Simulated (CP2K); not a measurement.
Two runs for the C K edge of vinyl acetate. Run A: CP2K XAS_TDP, all-electron GAPW, PBEh(45%), aug-cc-pVDZ, TDA, no relativity. Run B differs in one setting.

First lines with a strength over 0.0015. A:

| atom | energy (eV) | states | strength, one atom |
| --- | --- | --- | --- |
| C1 (bonded to C and 3 H) | 284.19 | 1 | 0.0048 |
|  | 285.08 | 1 | 0.0235 |
|  | 285.15 | 1 | 0.0220 |
|  | 286.19 | 1 | 0.0084 |
|  | 286.67 | 1 | 0.0157 |
| C2 (bonded to C and 2 O) | 283.55 | 1 | 0.0760 |
|  | 288.28 | 1 | 0.0015 |
|  | 289.23 | 1 | 0.0049 |
|  | 289.44 | 1 | 0.0115 |
|  | 289.67 | 1 | 0.0157 |
| C5 (bonded to C, O and H) | 282.84 | 1 | 0.0567 |
|  | 285.64 | 1 | 0.0250 |
|  | 286.24 | 1 | 0.0029 |
|  | 286.60 | 1 | 0.0151 |
|  | 286.93 | 1 | 0.0137 |
| C6 (bonded to C and 2 H) | 281.04 | 1 | 0.0487 |
|  | 283.99 | 1 | 0.0083 |
|  | 284.77 | 1 | 0.0064 |
|  | 284.79 | 1 | 0.0016 |
|  | 284.89 | 1 | 0.0030 |

B:

```csv
atom,energy (eV),states,"strength, one atom"
C1 (bonded to C and 3 H),284.49,1,0.0048
,285.37,1,0.0235
,285.44,1,0.0219
,286.48,1,0.0081
,286.96,1,0.0158
C2 (bonded to C and 2 O),283.84,1,0.0760
,288.58,1,0.0015
,289.52,1,0.0049
,289.73,1,0.0114
,289.96,1,0.0157
"C5 (bonded to C, O and H)",283.14,1,0.0568
,285.93,1,0.0251
,286.54,1,0.0029
,286.91,1,0.0147
,287.22,1,0.0139
C6 (bonded to C and 2 H),281.34,1,0.0487
,284.29,1,0.0083
,285.06,1,0.0047
,285.07,1,0.0032
,285.18,1,0.0030
```

**Question.** Which was it: the functional, GW2X switched on, scalar relativity switched on, the basis?

Scalar relativity switched on. Relativity shifts all lines of an element by nearly the same amount and keeps their strengths. Against PBEh(45%) in aug-cc-pVDZ, the leading lines move by +0.29 eV (C1, to 285.37), +0.29 eV (C2, to 283.84), +0.30 eV (C5, to 283.14) and +0.30 eV (C6, to 281.34).

[Banner, clock and machine lines of the logs are left out without a mark of their own.]

[Logs are printed without paths, hosts, clocks, repeated set-up lines and the standing remarks that a program may print on its own settings, such as how far it seeks lower states.]

[Hosts, paths, dates, database ids (printed as entryN), source tags and the programs' standing remarks are cut or masked in the printed files.]
